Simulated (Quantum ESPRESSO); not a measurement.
## O K ELNES/XANES of SiO2 (Stishovite, P4_2/mnm) from DFT

Aim: the near-edge shape at the O K edge of SiO2 (Stishovite, P4_2/mnm), and what the core hole does to it.

Program: Quantum ESPRESSO 7.5. Level of theory: X-ray absorption near-edge structure, plane-wave PAW PBE, one-electron final states by a Lanczos continued fraction. Results are calculated unless marked as measured.

### 1. Set-up

It takes space group P4_2/mnm (No. 136, tetragonal). The conventional cell has a = 4.177 Å, b = 4.177 Å, c = 2.665 Å, α = 90.00°, β = 90.00°, γ = 90.00°. Si has 6 O at 1.76 to 1.81 Å nearest. Nearest to O lie 3 Si at 1.76 to 1.81 Å. Farther neighbours and most contacts between anions are not listed.

### 2. Ground state of the crystal

The ground state comes first: it tells whether the system has a gap, which decides how the excited electron is treated.

The PAW data sets are made with ld1.x, with reconstruction data.

File scf.in:

```
&control
   calculation='scf', prefix='x', pseudo_dir='../pp', outdir='tmp', tprnfor=.true.
/
&system
   ibrav=0, nat=6, ntyp=3, nbnd=20
   ecutwfc=50, ecutrho=360
   occupations='smearing', smearing='mv', degauss=0.015
/
&electrons
   conv_thr=6.0e-08, electron_maxstep=120
   mixing_beta=0.5
/
ATOMIC_SPECIES
Si 1.0 Si.pbe-nl-kjpaw.UPF
Oa 1.0 O.pbe-n-kjpaw.UPF
O 1.0 O.pbe-n-kjpaw.UPF
CELL_PARAMETERS angstrom
  4.17730000 0.00000000 0.00000000
  0.00000000 4.17730000 0.00000000
  0.00000000 0.00000000 2.66520000
ATOMIC_POSITIONS crystal
Si   0.50000000 0.50000000 0.50000000
Si   0.00000000 0.00000000 0.00000000
Oa   0.80590000 0.19410000 0.50000000
O    0.69410000 0.69410000 0.00000000
O    0.19410000 0.80590000 0.50000000
O    0.30590000 0.30590000 0.00000000
K_POINTS automatic
7 7 10 0 0 0
```

Launch:

```sh
OMP_NUM_THREADS=1 mpirun --oversubscribe --bind-to none -np 8 pw.x -nk 8 -in scf.in > scf.out
```

The program printed:

```text
     [... banner and references ...]
using ibrav=0 with symmetry is DISCOURAGED, use correct ibrav instead

     G-vector sticks info
     --------------------

     Using Slab Decomposition

     bravais-lattice index     =            0
     lattice parameter (alat)  =       7.8940  a.u.
     unit-cell volume          =     313.8468 (a.u.)^3
     number of atoms/cell      =            6
     number of atomic types    =            3
     number of electrons       =        32.00
     number of Kohn-Sham states=           20
     kinetic-energy cutoff     =      50.0000  Ry
     charge density cutoff     =     360.0000  Ry
     scf convergence threshold =      6.0E-08
     mixing beta               =       0.5000
     number of iterations used =            8  plain     mixing
     Exchange-correlation= SLA  PW   PBX  PBC
                           (   1   4   3   4   0   0   0)

     celldm(1)=   7.893953  celldm(2)=   0.000000  celldm(3)=   0.000000
     celldm(4)=   0.000000  celldm(5)=   0.000000  celldm(6)=   0.000000

     crystal axes: (cart. coord. in units of alat)
               a(1) = (   1.000000   0.000000   0.000000 )
               a(2) = (   0.000000   1.000000   0.000000 )
               a(3) = (   0.000000   0.000000   0.638020 )

     reciprocal axes: (cart. coord. in units 2 pi/alat)
               b(1) = (  1.000000  0.000000  0.000000 )
               b(2) = (  0.000000  1.000000  0.000000 )
               b(3) = (  0.000000  0.000000  1.567350 )

     PseudoPot. #1 for Si:     Pseudo is Projector augmented-wave + core cor, Zval =  4.0

     ../pp/O.pbe-n-kjpaw.UPF
     Pseudo is Projector augmented-wave + core cor, Zval =  6.0
     Shape of augmentation charge: PSQ
     Using radial grid of 1095 points,  4 beta functions with:
                l(1) =   0
                l(2) =   0
                l(3) =   1
                l(4) =   1
     Q(r) pseudized with 0 coefficients

     ../pp/O.pbe-n-kjpaw.UPF
     Pseudo is Projector augmented-wave + core cor, Zval =  6.0
     Shape of augmentation charge: PSQ
     Using radial grid of 1095 points,  4 beta functions with:
                l(1) =   0
                l(2) =   0
                l(3) =   1
                l(4) =   1
     Q(r) pseudized with 0 coefficients

     atomic species   valence    mass     pseudopotential
     Si                4.00     1.00000     Si( 1.00)
     Oa                6.00     1.00000     O ( 1.00)
     O                 6.00     1.00000     O ( 1.00)

      4 Sym. Ops. (no inversion) found

   Cartesian axes

     site n.     atom                  positions (alat units)
         1        Si     tau(   1) = (   0.5000000   0.5000000   0.3190099  )
         2        Si     tau(   2) = (   0.0000000   0.0000000   0.0000000  )
         3        Oa     tau(   3) = (   0.8059000   0.1941000   0.3190099  )
         4        O      tau(   4) = (   0.6941000   0.6941000   0.0000000  )
         5        O      tau(   5) = (   0.1941000   0.8059000   0.3190099  )
         6        O      tau(   6) = (   0.3059000   0.3059000   0.0000000  )

     number of k points=    96  Marzari-Vanderbilt smearing, width (Ry)=  0.0150
                       cart. coord. in units 2pi/alat
        k(    1) = (   0.0000000   0.0000000   0.0000000), wk =   0.0040816
        k(    2) = (   0.0000000   0.0000000   0.1567350), wk =   0.0081633
        k(    3) = (   0.0000000   0.0000000   0.3134699), wk =   0.0081633
        k(    4) = (   0.0000000   0.0000000   0.4702049), wk =   0.0081633
        k(    5) = (   0.0000000   0.0000000   0.6269398), wk =   0.0081633
[...]
k(   94) = (   0.4285714  -0.4285714   0.4702049), wk =   0.0163265
        k(   95) = (   0.4285714  -0.4285714   0.6269398), wk =   0.0163265
        k(   96) = (   0.4285714  -0.4285714  -0.7836748), wk =   0.0081633

     Dense  grid:    36203 G-vectors     FFT dimensions: (  48,  48,  32)

[...]
16.6912  18.0612  19.7150  19.7151

          k = 0.0000 0.0000 0.3135 (  1871 PWs)   bands (ev):

   -11.4858  -8.1188  -8.1188  -8.1111  -0.1395   4.0656   4.5733   4.5733
[...]
17.6672  19.7091  21.1118  21.1150

          k = 0.0000 0.0000 0.4702 (  1863 PWs)   bands (ev):

[...]
18.3966  20.9130  21.1234  22.5837

          k = 0.0000 0.0000 0.6269 (  1856 PWs)   bands (ev):

[...]
18.9526  20.5926  22.1272  23.3229

          k = 0.0000 0.0000-0.7837 (  1844 PWs)   bands (ev):

[...]
k = 0.0000 0.1429-0.7837 (  1860 PWs)   bands (ev):

[...]
k = 0.0000 0.2857-0.7837 (  1876 PWs)   bands (ev):

[...]
k = 0.0000 0.4286-0.7837 (  1866 PWs)   bands (ev):

[...]
k = 0.1429 0.1429-0.7837 (  1860 PWs)   bands (ev):

[...]
k = 0.1429 0.2857-0.7837 (  1876 PWs)   bands (ev):

[...]
k = 0.1429 0.4286-0.7837 (  1864 PWs)   bands (ev):

[...]
k = 0.2857 0.2857-0.7837 (  1884 PWs)   bands (ev):

[...]
k = 0.2857 0.4286-0.7837 (  1870 PWs)   bands (ev):

[...]
k = 0.4286 0.4286 0.3135 (  1880 PWs)   bands (ev):

[...]
k = 0.4286 0.4286 0.4702 (  1890 PWs)   bands (ev):

[...]
k = 0.4286 0.4286 0.6269 (  1884 PWs)   bands (ev):

[...]
k = 0.4286 0.4286-0.7837 (  1878 PWs)   bands (ev):

[...]
k = 0.1429-0.1429 0.0000 (  1881 PWs)   bands (ev):

[...]
k = 0.1429-0.1429 0.1567 (  1880 PWs)   bands (ev):

[...]
k = 0.1429-0.1429 0.3135 (  1871 PWs)   bands (ev):

[...]
k = 0.1429-0.1429 0.4702 (  1867 PWs)   bands (ev):

[...]
k = 0.1429-0.1429 0.6269 (  1860 PWs)   bands (ev):

[...]
k = 0.1429-0.1429-0.7837 (  1860 PWs)   bands (ev):

[...]
k = 0.2857-0.1429-0.7837 (  1876 PWs)   bands (ev):

[...]
k = 0.4286-0.1429-0.7837 (  1864 PWs)   bands (ev):

[...]
k = 0.2857-0.2857-0.7837 (  1884 PWs)   bands (ev):

[...]
k = 0.4286-0.2857-0.7837 (  1870 PWs)   bands (ev):

[...]
k = 0.4286-0.4286 0.3135 (  1880 PWs)   bands (ev):

[...]
k = 0.4286-0.4286 0.4702 (  1890 PWs)   bands (ev):

[...]
18.5141  18.6284  22.1647  22.2302

          k = 0.4286-0.4286 0.6269 (  1884 PWs)   bands (ev):

[...]
5.0702   5.9402   5.9501   6.7711   8.6263   8.7696   8.8795   9.0938
    18.0514  18.1116  21.8162  21.8808

          k = 0.4286-0.4286-0.7837 (  1878 PWs)   bands (ev):

    -8.9881  -8.9693  -7.8100  -7.7779  -0.1783  -0.0631   2.4392   2.4815
     5.1706   5.9836   6.0790   6.8210   8.6705   8.7288   8.9414   9.0713
    17.8588  17.8851  21.6538  21.7403

     the Fermi energy is    13.0900 ev

!    total energy              =    -260.68127957 Ry
     total all-electron energy =     -1762.760570 Ry
     estimated scf accuracy    <       0.00000003 Ry
     smearing contrib. (-TS)   =       0.00000000 Ry
     internal energy E=F+TS    =    -260.68127957 Ry

     The total energy is F=E-TS. E is the sum of the following terms:
     one-electron contribution =     -12.04393260 Ry
     hartree contribution      =      31.94999486 Ry
     xc contribution           =     -40.84208950 Ry
     ewald contribution        =    -127.90164666 Ry
     one-center paw contrib.   =    -111.84360568 Ry

     convergence has been achieved in  12 iterations

     Forces acting on atoms (cartesian axes, Ry/au):

     atom    1 type  1   force =     0.00000154   -0.00000154    0.00000000
     atom    2 type  1   force =    -0.00000140    0.00000140    0.00000000
     atom    3 type  2   force =    -0.00252841    0.00252841    0.00000000
     atom    4 type  3   force =     0.00252439    0.00252451    0.00000000
     atom    5 type  3   force =     0.00252839   -0.00252839    0.00000000
     atom    6 type  3   force =    -0.00252451   -0.00252439    0.00000000

     Total force =     0.007146     Total SCF correction =     0.000075

     XML data file, charge density, pseudopotentials, collected wavefunctions

=------------------------------------------------------------------------------=
   JOB DONE.
=------------------------------------------------------------------------------=
```

It took 17 s on 8 MPI ranks of Arm Neoverse V1, shared host; peak memory 0.08 GiB; 2.3 min of CPU time.

Absorbing atoms carry a label of their own (element plus a letter or digit), as the spectrum program needs them as separate species.

The mesh shows a gap of 5.62 eV, so the hole is first treated in a charged cell, without the excited electron.

### 3. Spectrum without a core hole, O atom 3

Without a hole the spectrum is the empty density of states of the right symmetry on the absorber, weighted by matrix elements. It needs only the small cell and serves as the baseline.

The absorber has 2 Si at 1.76 Å and 1 Si at 1.81 Å (distorted trigonal planar, site symmetry m2m).

File xspectra.in:

```
&input_xspectra
   calculation='xanes_dipole', edge='K'
   prefix='x', outdir='tmp', xiabs=2, xe0=13.3878
   xonly_plot=.false., x_save_file='xanes.sav'
   xniter=3000, xcheck_conv=20, xerror=0.005
   xcoordcrys=.false., xepsilon(1)=1, xepsilon(2)=0, xepsilon(3)=0
/
&plot
   xnepoint=413, xemin=-10, xemax=45, terminator=.true., cut_occ_states=.true.
   xgamma=0.4
/
&pseudos
   filecore='../O.wfc'
/
&cut_occ
   cut_desmooth=0.1, cut_stepl=0.05, cut_stepu=0.05, cut_ierror=1e-5
/
6 6 8 0 0 0
```

Launch:

```sh
OMP_NUM_THREADS=1 mpirun --oversubscribe --bind-to none -np 8 xspectra.x -nk 8 -in xspectra.in > xspectra.out
```

The program printed:

```text
     [... banner and references ...]
Reading input_file

     calculation: xanes_dipole

     xepsilon  [cartesian coordinates]:   1.000000   0.000000   0.000000

     xonly_plot: FALSE
        => complete calculation: Lanczos + spectrum plot

     filecore (core-wavefunction file): ../O.wfc

     main plot parameters:
        cut_occ_states: TRUE
        gamma_mode:  constant
        -> using xgamma [eV]:  0.40
        xemin [eV]: -10.00
        xemax [eV]:  45.00
        xnepoint:  413
        xe0 [eV]:  13.387800 (energy zero read in input file)

[...]
Results of STEP 1 successfully written in x_save_file
     x_save_file name:
     ->  xanes.sav
     x_save_file version:  2

     ... End STEP 1 ...

     ... Begin STEP 2 ...

     The spectrum is calculated using the following parameters:
        xe0 [eV]:   13.3878
        the occupied states are elimintate from the spectrum
        xemin [eV]: -10.00
        xemax [eV]:  45.00
        xnepoint:  413
        constant broadening parameter [eV]:    0.400
        Core level energy [eV]:  -543.1
         (from electron binding energy of neutral atoms in X-ray data booklet)

     Cross-section successfully written in xanes.dat

     ... End STEP 2 ...

                                END JOB XSpectra
```

Run time: 24 s. Hardware: 8 MPI ranks; peak memory 0.07 GiB.

The O K spectrum, O atom 3, no core hole (energy from the lowest empty level; intensity scaled to a mean of 1 over the first 20 eV; the points at xe0, where the cut of filled states can leave a spike, are interpolated; polarised curves are means over the symmetry-equivalent atoms):

```csv
E (eV),isotropic,ε ⊥ c,ε ∥ c
-2.0,0.04,0.03,0.05
-1.4,0.04,0.04,0.06
-0.8,0.06,0.05,0.07
-0.2,0.08,0.06,0.10
0.4,0.12,0.10,0.16
1.0,0.22,0.19,0.30
1.6,0.44,0.36,0.62
2.2,0.84,0.60,1.33
2.8,1.02,0.73,1.60
3.4,0.81,0.62,1.19
4.0,0.80,0.62,1.16
4.6,0.87,0.70,1.21
5.2,0.92,0.79,1.18
5.8,1.16,1.04,1.40
6.4,1.33,1.21,1.57
7.0,1.55,1.42,1.80
7.6,1.79,1.68,2.01
8.2,2.31,2.14,2.66
8.8,2.86,2.68,3.22
9.4,3.21,3.28,3.06
10.0,3.44,3.82,2.68
10.6,2.01,2.34,1.36
11.2,1.01,1.16,0.72
11.8,0.79,0.90,0.59
12.4,0.66,0.68,0.63
13.0,0.58,0.52,0.69
13.6,0.53,0.44,0.71
14.2,0.47,0.39,0.63
14.8,0.35,0.35,0.37
15.4,0.27,0.28,0.24
16.0,0.26,0.27,0.23
16.6,0.34,0.37,0.27
17.2,0.36,0.42,0.25
17.8,0.39,0.45,0.26
18.4,0.43,0.50,0.29
19.0,0.51,0.58,0.36
19.6,0.63,0.70,0.50
20.2,0.62,0.63,0.59
20.8,0.60,0.58,0.63
21.4,0.53,0.50,0.58
22.0,0.67,0.61,0.80
22.6,0.89,0.79,1.09
23.2,1.25,1.10,1.56
23.8,1.05,1.00,1.16
24.4,0.89,0.90,0.88
25.0,0.66,0.73,0.52
25.6,0.44,0.50,0.33
26.2,0.31,0.33,0.27
26.8,0.30,0.31,0.27
27.4,0.36,0.37,0.33
28.0,0.40,0.39,0.42
28.6,0.42,0.39,0.49
29.2,0.40,0.35,0.50
29.8,0.38,0.33,0.46
30.4,0.39,0.37,0.42
31.0,0.45,0.42,0.53
31.6,0.49,0.43,0.60
```

Main maxima below 24 eV (height): 2.7 eV (1.05), 9.9 eV (3.51), 19.8 eV (0.64) and 23.2 eV (1.26). A K edge sees empty p states on the absorber.

### 4. Another broadening

The final state's lifetime shortens with energy, so measured features broaden above the edge; the saved Lanczos coefficients are redrawn with a width that grows.

File xspectra_plot.in:

```
&input_xspectra
   calculation='xanes_dipole', edge='K'
   prefix='x', outdir='tmp', xiabs=2, xe0=13.3878
   xonly_plot=.true., x_save_file='xanes.sav'
   xniter=3000, xcheck_conv=20, xerror=0.005
   xcoordcrys=.false., xepsilon(1)=1, xepsilon(2)=0, xepsilon(3)=0
/
&plot
   xnepoint=413, xemin=-10, xemax=45, terminator=.true., cut_occ_states=.true.
   gamma_mode='variable', gamma_energy(1)=4, gamma_energy(2)=25, gamma_value(1)=0.3, gamma_value(2)=2.5
/
&pseudos
   filecore='../O.wfc'
/
&cut_occ
   cut_desmooth=0.1, cut_stepl=0.05, cut_stepu=0.05, cut_ierror=1e-5
/
6 6 8 0 0 0
```

Launch:

```sh
OMP_NUM_THREADS=1 xspectra.x -in xspectra_plot.in > xspectra_plot.out
```

The program printed:

```text
     [... banner and references ...]
Reading input_file
     -------------------------------------------------------------------------

     calculation: xanes_dipole

     xonly_plot: TRUE
        => only the spectrum plot

     main plot parameters:
        cut_occ_states: TRUE
        gamma_mode:  variable
        -> first, constant up to point ( 4.00, 0.30) [eV]
        -> then, linear up to point (25.00, 2.50) [eV]
        -> finally, constant up to xemax
        xemin [eV]: -10.00
        xemax [eV]:  45.00
        xnepoint:  413
[...]
xemin [eV]: -10.00
        xemax [eV]:  45.00
        xnepoint:  413
        energy-dependent broadening parameter:
         -> first, constant up to point ( 4.00, 0.30) [eV]
         -> then, linear up to point (25.00, 2.50) [eV]
         -> finally, constant up to xemax
        Core level energy [eV]:  -543.1
         (from electron binding energy of neutral atoms in X-ray data booklet)

     Cross-section successfully written in xanes.dat

     -------------------------------------------------------------------------
                                END JOB XSpectra
     -------------------------------------------------------------------------
[key lines of the parts left out:]
Fermi level [eV]:  10.5778
```

Elapsed: 6.2 s, on 1 MPI rank; peak memory 0.05 GiB.

With a Lorentzian half width 0.3 eV up to 4 eV, rising linearly to 2.5 eV at 25 eV (counted from xe0, 2.8 eV below the zero used here), the maxima are 2.7 eV (1.03), 9.4 eV (2.41) and 23.1 eV (0.70).

### 5. Reference energy of the supercell

The photon energy needs a difference of total energies, so the cell and mesh of the coming hole run are first run without a hole.

File scf.in:

```
&control
   calculation='scf', prefix='x', pseudo_dir='../pp', outdir='tmp', tprnfor=.true.
/
&system
   ibrav=0, nat=12, ntyp=2, nbnd=36
   ecutwfc=50, ecutrho=360
   occupations='fixed'
/
&electrons
   conv_thr=1.2e-07, electron_maxstep=120
   mixing_beta=0.5
/
ATOMIC_SPECIES
Si 1.0 Si.pbe-nl-kjpaw.UPF
O 1.0 O.pbe-n-kjpaw.UPF
CELL_PARAMETERS angstrom
  4.17730000 0.00000000 2.66520000
  0.00000000 4.17730000 2.66520000
  0.00000000 -4.17730000 2.66520000
ATOMIC_POSITIONS crystal
Si   0.50000000 0.25000000 0.75000000
Si   0.50000000 0.75000000 0.25000000
Si   0.00000000 0.00000000 0.00000000
Si   0.00000000 0.50000000 0.50000000
O    0.80590000 0.94410000 0.75000000
O    0.80590000 0.44410000 0.25000000
O    0.69410000 0.00000000 0.30590000
O    0.69410000 0.50000000 0.80590000
O    0.19410000 0.55590000 0.75000000
O    0.19410000 0.05590000 0.25000000
O    0.30590000 0.00000000 0.69410000
O    0.30590000 0.50000000 0.19410000
K_POINTS automatic
5 5 5 0 0 0
```

Launch:

```sh
OMP_NUM_THREADS=1 mpirun --oversubscribe --bind-to none -np 8 pw.x -nk 8 -in scf.in > scf.out
```

The program printed:

```text
     [... banner and references ...]
[banner, memory and clock lines left out]
Found identity + (  0.0000 -0.5000  0.5000) symmetry
     This is a supercell, fractional translations are disabled
     using ibrav=0 with symmetry is DISCOURAGED, use correct ibrav instead

     G-vector sticks info

     bravais-lattice index     =            0
     lattice parameter (alat)  =       9.3638  a.u.
     unit-cell volume          =     627.6936 (a.u.)^3
     number of atoms/cell      =           12
[...]
Forces acting on atoms (cartesian axes, Ry/au):

     atom    1 type  1   force =    -0.00000000    0.00000000    0.00001302
     atom    2 type  1   force =     0.00000000   -0.00000000   -0.00001302
     atom    3 type  1   force =     0.00000000   -0.00000000    0.00000000
[...]
atom   11 type  2   force =    -0.00254394   -0.00254394   -0.00000000
     atom   12 type  2   force =    -0.00252903   -0.00252903   -0.00000000

     Total force =     0.010199     Total SCF correction =     0.000393

     XML data file, charge density, pseudopotentials, collected wavefunctions
[key lines of the parts left out:]
!    total energy              =    -521.36255975 Ry
convergence has been achieved in  24 iterations
```

Wall time 42 s (8 MPI ranks); peak memory 0.12 GiB.

Reference energy: -47967.159 eV with the cores included.

[end of part 1 of 4]

[Banner, clock and machine lines of the logs are left out without a mark of their own.]

[Logs are printed without paths, hosts, clocks, repeated set-up lines and the standing remarks that a program may print on its own settings, such as how far it seeks lower states.]

[Hosts, paths, dates, database ids (printed as entryN), source tags and the programs' standing remarks are cut or masked in the printed files.]

[Lists of maxima count a maximum above −3 eV only where it reaches 4 % of the highest in the window and stands out from its surroundings by 2 % of it (1.5 % where it reaches 55 %); shoulders and weaker maxima are passed over, and of the rest the first, up to two pre-edge ones and the few strongest are named.]
